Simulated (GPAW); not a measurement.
# Optical response of CdS (Greenockite)

Aim: the dielectric function of CdS (Greenockite), and the optical constants that follow from it. The cell comes from an older database entry, whose edges can differ from later determinations, mostly by under a per cent.

Calculated with GPAW 26.7.0; DFT, PBE, plane-wave PAW (GPAW data sets), scalar-relativistic, RPA, optical limit.

Report form: the programs' logs are mostly left out.

The database entry behind the starting cell differs from later determinations by our own check (about 0.35 % long), so it need not match the best structure at ambient conditions.

### 1. Starting point

Symmetry: P6_3mc, No. 186, hexagonal system. Conventional cell: a = 4.150 Å, b = 4.150 Å, c = 6.737 Å, α = 90.00°, β = 90.00°, γ = 120.00°. Nearest to Cd lie 4 S at 2.53 to 2.54 Å. Nearest to S lie 4 Cd at 2.53 to 2.54 Å. Farther neighbours and most contacts between anions are not listed.

Coordinates:

```cif
data_structure
_symmetry_space_group_name_H-M 'P6_3mc'
_symmetry_Int_Tables_number 186
_cell_length_a 4.1500
_cell_length_b 4.1500
_cell_length_c 6.7370
_cell_angle_alpha 90.000
_cell_angle_beta 90.000
_cell_angle_gamma 120.000
_cell_volume 100.48
loop_
_atom_site_label
_atom_site_type_symbol
_atom_site_symmetry_multiplicity
_atom_site_Wyckoff_symbol
_atom_site_fract_x
_atom_site_fract_y
_atom_site_fract_z
_atom_site_occupancy
Cd1 Cd 2 b 0.66667 0.33333 0.50000 1
S1 S 2 b 0.66667 0.33333 0.87500 1
```

### 2. Ground state

The self-consistent density comes first; it also tells whether there is a gap, which decides the occupations and the need for a Drude term.

This step: DFT, PBE, plane-wave PAW (GPAW data sets), scalar-relativistic, ground state (GPAW 26.7.0).

Contents of gs.py:

```python
from ase import Atoms
from ase.dft.bandgap import bandgap
from gpaw import GPAW, PW, FermiDirac

atoms = Atoms(['Cd', 'Cd', 'S', 'S'],
              cell=[[4.150000000000, 0.000000000000, 0.000000000000],
                    [-2.075000000000, 3.594005425700, 0.000000000000],
                    [0.000000000000, 0.000000000000, 6.737000000000]],
              scaled_positions=[[0.666666666700, 0.333333333300, 0.500000000000],
                                [0.333333333300, 0.666666666700, 0.000000000000],
                                [0.666666666700, 0.333333333300, 0.875000000000],
                                [0.333333333300, 0.666666666700, 0.375000000000]],
              pbc=[True, True, True])
atoms.calc = GPAW(mode=PW(500), xc='PBE', kpts={'size': (6, 6, 4), 'gamma': True},
                  occupations=FermiDirac(0.05), maxiter=150, txt='gs.txt')
print('energy (eV)', atoms.get_potential_energy())
print('Fermi level (eV)', atoms.calc.get_fermi_level())
print('valence electrons', atoms.calc.get_number_of_electrons())
print('gap (eV)', bandgap(atoms.calc, output=None)[0])
print('direct gap (eV)', bandgap(atoms.calc, direct=True, output=None)[0])
atoms.calc.write('gs.gpw')
```

On the command line:

```
$ OMP_NUM_THREADS=1 python gs.py
```

Elapsed: 23 s, on 1 thread of Intel Xeon Platinum 8488C (Sapphire Rapids), shared host; peak memory 0.19 GiB.

Numbers from this step:

| Quantity | Value |
| --- | --- |
| energy | -12.65 eV |
| Fermi energy | 4.081 eV |
| gap on the k-mesh | 1.178 eV |
| direct gap on the mesh | 1.178 eV |
| electrons | 36 |

There is a gap, 1.18 eV on this mesh (points off the mesh can give less), so no carriers' term is needed.

### 3. Bands for the response

At the fixed density, many empty bands are solved on the mesh of the response, since the spectrum sums over them.

This step: DFT, PBE, plane-wave PAW (GPAW data sets), scalar-relativistic, bands at fixed density (GPAW 26.7.0).

Contents of nscf.py:

```python
from ase.dft.bandgap import bandgap
from gpaw import GPAW, FermiDirac

calc = GPAW('gs.gpw').fixed_density(kpts={'size': (9, 9, 5), 'gamma': True}, nbands=70, convergence={'bands': 64},
                                    occupations=FermiDirac(0.001), txt='nscf.txt')
print('gap (eV)', bandgap(calc, output=None)[0])
print('direct gap (eV)', bandgap(calc, direct=True, output=None)[0])
print('top band over the Fermi level (eV)', min(calc.get_eigenvalues(kpt=k)[63] for k in range(len(calc.get_ibz_k_points()))) - calc.get_fermi_level())
calc.write('full.gpw', mode='all')
```

On the command line:

```
$ OMP_NUM_THREADS=1 python nscf.py
```

The job ended after 3.7 min (1 thread; peak memory 0.33 GiB).

### 4. Dielectric function, RPA

Local fields let the induced charge screen the field inside the cell, which as a rule lowers ε, most along directions where the density is uneven.

This step: DFT, PBE, plane-wave PAW (GPAW data sets), scalar-relativistic, RPA, optical limit (GPAW 26.7.0).

Contents of df.py:

```python
from gpaw.response.df import DielectricFunction

df = DielectricFunction('full.gpw', frequencies={'type': 'nonlinear', 'domega0': 0.03, 'omega2': 8},
                        ecut=50,
                        eta=0.15,
                        nbands=64,
                        txt='df.txt')
for direction in ['x', 'z']:
    df.get_dielectric_function(xc='RPA', direction=direction, filename=f'df_{direction}.csv')
```

On the command line:

```
$ OMP_NUM_THREADS=1 python df.py
```

Run time: 32 s. Hardware: 1 thread; peak memory 0.45 GiB.

This step gave:

| Quantity | Value |
| --- | --- |
| electronic dielectric constant ε∞, mean over x, y and z (by symmetry where fewer were run) | 5.801 |

The Im ε has structure finer than the step of the table below, so its rows give means over 0.5 eV, whole bins alone (the curve runs from 0 to 14.0 eV). Peaks (eV: height): E ∥ x 1.95: 2.19, 3.38: 3.52, 4.16: 5.95, 5.12: 5.86, 5.66: 5.28, 6.55: 5.36, 7.91: 5.26; E ∥ z 1.99: 2.78, 3.26: 3.15, 4.65: 8.50, 6.87: 5.68, 8.03: 5.88.

Sum at mesh points, not converged in k; values under the direct gap are tails of Lorentzian lines. Table of Im ε by photon energy; means over each step:

```csv
photon energy (eV),E ∥ x,E ∥ z
0.5,0.103,0.0974
1.0,0.770,0.702
1.5,0.760,0.855
2.0,1.58,1.88
2.5,1.79,1.54
3.0,2.05,2.30
3.5,2.99,2.54
4.0,4.63,4.09
4.5,5.00,6.74
5.0,5.64,6.64
5.5,4.76,4.50
6.0,4.46,4.16
6.5,5.27,4.48
7.0,4.62,5.22
7.5,4.39,4.09
8.0,4.95,5.39
8.5,3.69,3.77
9.0,2.84,2.78
9.5,2.30,2.13
10.0,2.08,2.04
10.5,1.59,1.78
11.0,1.59,1.55
11.5,1.47,1.39
12.0,1.19,1.00
12.5,1.08,1.01
13.0,0.954,0.988
13.5,0.825,0.862
```

The reflectivity at normal incidence has structure finer than the step of the table below, so its rows give means over 0.25 eV, whole bins alone (the curve runs from 0 to 14.0 eV). Peaks (eV: height): E ∥ x 4.112: 27.4, 5.173: 26.9, 5.665: 25.3, 6.765: 27.5, 8.454: 34.8, 10.235: 30.0, 11.556: 24.3; E ∥ z 1.912: 21.6, 3.179: 22.0, 4.654: 33.2, 7.041: 29.1, 8.208: 37.4, 10.591: 30.5, 11.633: 28.5.

Sum at mesh points, not converged in k. Reflectivity at normal incidence against photon energy; means over each step:

```csv
photon energy (eV),E ∥ x (%),E ∥ z (%)
0.25,17.1,17.4
0.50,17.4,17.7
0.75,18.0,18.2
1.00,19.1,19.3
1.25,17.4,18.3
1.50,17.5,17.7
1.75,19.8,20.2
2.00,18.2,19.5
2.25,18.6,17.1
2.50,19.0,19.4
2.75,18.6,19.5
3.00,20.1,20.5
3.25,22.0,21.4
3.50,20.6,19.4
3.75,21.5,21.6
4.00,26.5,26.7
4.25,25.5,25.5
4.50,23.6,30.4
4.75,24.8,31.8
5.00,26.2,30.4
5.25,24.8,27.3
5.50,22.4,22.6
5.75,23.5,22.6
6.00,21.7,21.7
6.25,23.4,19.9
6.50,26.0,21.8
6.75,27.2,25.7
7.00,25.4,28.7
7.25,24.5,26.4
7.50,24.6,22.9
7.75,25.9,24.2
8.00,31.3,32.1
8.25,33.7,36.9
8.50,34.0,36.0
8.75,32.3,34.5
9.00,31.8,34.4
9.25,30.5,33.0
9.50,30.5,29.6
9.75,27.2,27.0
10.00,27.7,24.5
10.25,29.4,27.0
10.50,27.1,29.5
10.75,22.3,26.6
11.00,21.7,22.0
11.25,22.7,24.7
11.50,23.9,28.0
11.75,24.0,27.5
12.00,23.2,23.0
12.25,21.0,18.4
12.50,19.7,16.7
12.75,19.4,16.5
13.00,18.9,15.4
13.25,17.6,16.0
13.50,15.0,13.2
13.75,12.5,10.6
```

The Im ε, E ∥ x has structure finer than the step of the table below, so its rows give means over 0.5 eV, whole bins alone (the curve runs from 0 to 14.0 eV). Peaks (eV: height): without local fields 1.91: 2.20, 3.38: 3.72, 4.11: 6.51, 5.12: 6.74, 5.61: 6.51, 6.49: 8.11; with local fields 1.95: 2.19, 3.38: 3.52, 4.16: 5.95, 5.12: 5.86, 5.66: 5.28, 6.55: 5.36, 7.91: 5.26.

Sum at mesh points, not converged in k; values under the direct gap are tails of Lorentzian lines. Table of Im ε, E ∥ x by photon energy; means over each step:

```csv
photon energy (eV),without local fields,with local fields
0.5,0.105,0.103
1.0,0.768,0.770
1.5,0.767,0.760
2.0,1.60,1.58
2.5,1.83,1.79
3.0,2.17,2.05
3.5,3.18,2.99
4.0,5.17,4.63
4.5,5.49,5.00
5.0,6.44,5.64
5.5,5.75,4.76
6.0,6.06,4.46
6.5,7.91,5.27
7.0,6.86,4.62
7.5,6.74,4.39
8.0,5.94,4.95
8.5,3.74,3.69
9.0,2.89,2.84
9.5,2.32,2.30
10.0,2.08,2.08
10.5,1.64,1.59
11.0,1.72,1.59
11.5,1.38,1.47
12.0,1.05,1.19
12.5,1.02,1.08
13.0,0.950,0.954
13.5,0.862,0.825
```

The loss function −Im 1/ε at q → 0 has structure finer than the step of the table below, so its rows give means over 0.5 eV, whole bins alone (the curve runs from 0 to 14.0 eV). Peaks (eV: height): E ∥ x 13.51: 1.22; E ∥ z 13.43: 1.16.

Sum at mesh points, not converged in k; values under the direct gap are tails of Lorentzian lines. The loss function −Im 1/ε at q → 0 by energy loss; means over each step:

```csv
energy loss (eV),E ∥ x,E ∥ z
0.5,0.00289,0.00266
1.0,0.0196,0.0166
1.5,0.0214,0.0233
2.0,0.0416,0.0484
2.5,0.0465,0.0386
3.0,0.0449,0.0489
3.5,0.0667,0.0613
4.0,0.0696,0.0578
4.5,0.109,0.0777
5.0,0.127,0.137
5.5,0.159,0.189
6.0,0.169,0.196
6.5,0.164,0.168
7.0,0.207,0.184
7.5,0.215,0.229
8.0,0.199,0.178
8.5,0.257,0.243
9.0,0.325,0.315
9.5,0.398,0.423
10.0,0.448,0.472
10.5,0.578,0.508
11.0,0.620,0.626
11.5,0.654,0.647
12.0,0.805,0.948
12.5,0.920,0.986
13.0,1.05,1.01
13.5,1.19,1.11
```

Optical constants at common wavelengths, from n + ik = √ε:

```csv
wavelength (nm),n x,k x,R (%) x,1/α x,n z,k z,R (%) z,1/α z
1550,2.48,0.050,18.2,2.5 µm,2.50,0.045,18.4,2.7 µm
1064,2.48,0.288,18.7,293 nm,2.56,0.260,19.7,326 nm
800,2.46,0.119,17.9,536 nm,2.47,0.127,18.1,501 nm
633,2.44,0.440,18.8,115 nm,2.57,0.523,21.1,96 nm
532,2.55,0.301,19.6,140 nm,2.44,0.224,17.9,189 nm
405,2.58,0.398,20.5,81 nm,2.61,0.422,21.0,76 nm
193,2.01,1.319,25.6,12 nm,1.94,1.103,21.3,14 nm
```

Below the direct gap, k and the depth come from the tails of the Lorentzian lines, not from transitions.

Rows near the edge hang on the gap, which this functional as a rule makes too small, and phonon-assisted absorption is left out.

### 5. What came out

```json
{
 "electronic dielectric constant ε∞, mean over x, y and z (by symmetry where fewer were run) (RPA)": "5.80"
}
```

At this level (PBE, RPA) CdS has a mean ε∞ = 5.80 and n = 2.49 at 1550 nm (E ∥ x). On the mesh the gap is 1.18 eV and the least direct gap 1.18 eV. Local fields change the static value along x from 6.41 to 5.77 (-10 %). The static values by axis are 5.77 (x), 5.86 (z). Excitons and phonon-assisted transitions are missing; PBE gaps are as a rule too small, which pulls the onset down and ε∞ up. In this version of GPAW the matrix elements of the optical limit are incomplete, which can lower ε − 1 by up to a tenth where first-row anions or d states rule, and shift it by more in d metals. The sum runs over mesh points 0.19 Å⁻¹ apart with no interpolation, so peaks are partly noise of the mesh; over so small a direct gap single mesh points weigh heavily, so ε∞, n and their changes from run to run can be far off.

[Machine, clock and banner lines and Python warnings are left out of the logs.]

[Logs are printed without paths, hosts, clocks, repeated set-up lines and the standing remarks that a program may print on its own settings, such as how far it seeks lower states.]

[Hosts, paths, dates, database ids (printed as entryN), source tags and the programs' standing remarks are cut or masked in the printed files.]
